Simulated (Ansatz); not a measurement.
**A faulty run on 60-degree dislocation dipole in Si (shuffle set) (120 atoms)**

Program: Ansatz 0.2.0. The cell: 120 Si.

File input.yaml:

```yaml
crystal:
  lattice:
    - [33.25795, 0.0, 0.0]
    - [1.6629, 18.81354, -0.96005]
    - [0.0, 0.0, 3.8403]
  atoms:
    - { symbol: Si, position: [0.88901, 0.00636, 0.58736] }
    - { symbol: Si, position: [0.88264, 0.13293, 0.59047] }
    - { symbol: Si, position: [0.95079, 0.16165, 0.60123] }
    - { symbol: Si, position: [0.94705, 0.28851, 0.59385] }
    - { symbol: Si, position: [0.78788, 0.01789, 0.09247] }
    - { symbol: Si, position: [0.78149, 0.14311, 0.10691] }
    - { symbol: Si, position: [0.84788, 0.17918, 0.10447] }
    - { symbol: Si, position: [0.84437, 0.30458, 0.12424] }
    - { symbol: Si, position: [0.9133, 0.333, 0.10765] }
    - { symbol: Si, position: [0.91419, 0.45632, 0.10614] }
    - { symbol: Si, position: [0.68821, 0.01613, 0.57432] }
    - { symbol: Si, position: [0.68129, 0.14084, 0.61912] }
    - { symbol: Si, position: [0.74583, 0.18672, 0.63353] }
    - { symbol: Si, position: [0.74066, 0.31404, 0.65099] }
    - { symbol: Si, position: [0.80712, 0.35241, 0.63548] }
    - { symbol: Si, position: [0.8069, 0.47397, 0.64197] }
    - { symbol: Si, position: [0.88196, 0.50271, 0.60541] }
    - { symbol: Si, position: [0.88978, 0.62584, 0.58413] }
    [... 96 atom lines left out ...]
    - { symbol: Si, position: [0.0575, 0.64754, 0.08137] }
    - { symbol: Si, position: [0.05978, 0.77053, 0.07651] }
    - { symbol: Si, position: [0.12886, 0.79959, 0.07206] }
    - { symbol: Si, position: [0.12549, 0.92523, 0.07992] }
    - { symbol: Si, position: [0.02515, 0.81699, 0.58123] }
    - { symbol: Si, position: [0.02317, 0.94182, 0.58097] }
kpoints:
  mp_grid: { grid: [1, 1, 4] }
hamiltonian:
  xc: pbe
scf:
  occupations: { method: gaussian, width: 0.025 }
  eigensolver: { kind: { support_functions: { accuracy: medium, radius: 3.45 } } }
  max_iter: 150
output:
  forces: true
  eigenvalues: true
```

The run is started by

```bash
$ ansatz run input.yaml --threads 4 --pin off --max-ram 8192MiB --backend cpu --events-out ev --progress --plain --runs-dir out
```

The log of the run:

```text
Warning: scf.eigensolver.kind.support_functions: disabling space-group detection — the functions' gradient is summed over unrotated k-points, so no spatial operation reduces the k-mesh or symmetrises the density; time reversal is kept, so that k and −k are solved as one point where they differ and the mesh holds both, and exact exchange and, on two spinor components, a DFT+U term hold to it where the run has them: [...]
settings of this run that can trade accuracy for cost: scf.eigensolver.kind.support_functions [...]
Engine: ansatz 0.2.0, aarch64-unknown-linux-gnu
Pseudopotentials: kind: paw
Pseudopotential: Si, paw, valence charge 4, recommended cutoff 420 eV (normal), Si.paw.azcp
[... 5 lines on functional and potentials left out ...]
Error: SCF: the radius of support functions is under 3.86 Å, the least for these sites at the functions' level (scf.eigensolver.kind.support_functions.accuracy). Use scf.eigensolver.kind: auto, or type scf.eigensolver.kind.support_functions.radius at least as long, [...]
```

It took 0.57 s on 4 threads of Arm Neoverse V1, shared host; peak memory 0.22 GiB.

What is at fault here, and what would mend it?

A radius under the least that the level allows: support_functions.accuracy = "medium" and support_functions.radius = 3.45.

The fix is to use a longer radius.

The run ended with an error.

[Logs are printed without paths, hosts, clocks, repeated set-up lines and the standing remarks that a program may print on its own settings, such as how far it seeks lower states.]

[Hosts, paths, dates, database ids (printed as entryN), source tags and the programs' standing remarks are cut or masked in the printed files.]
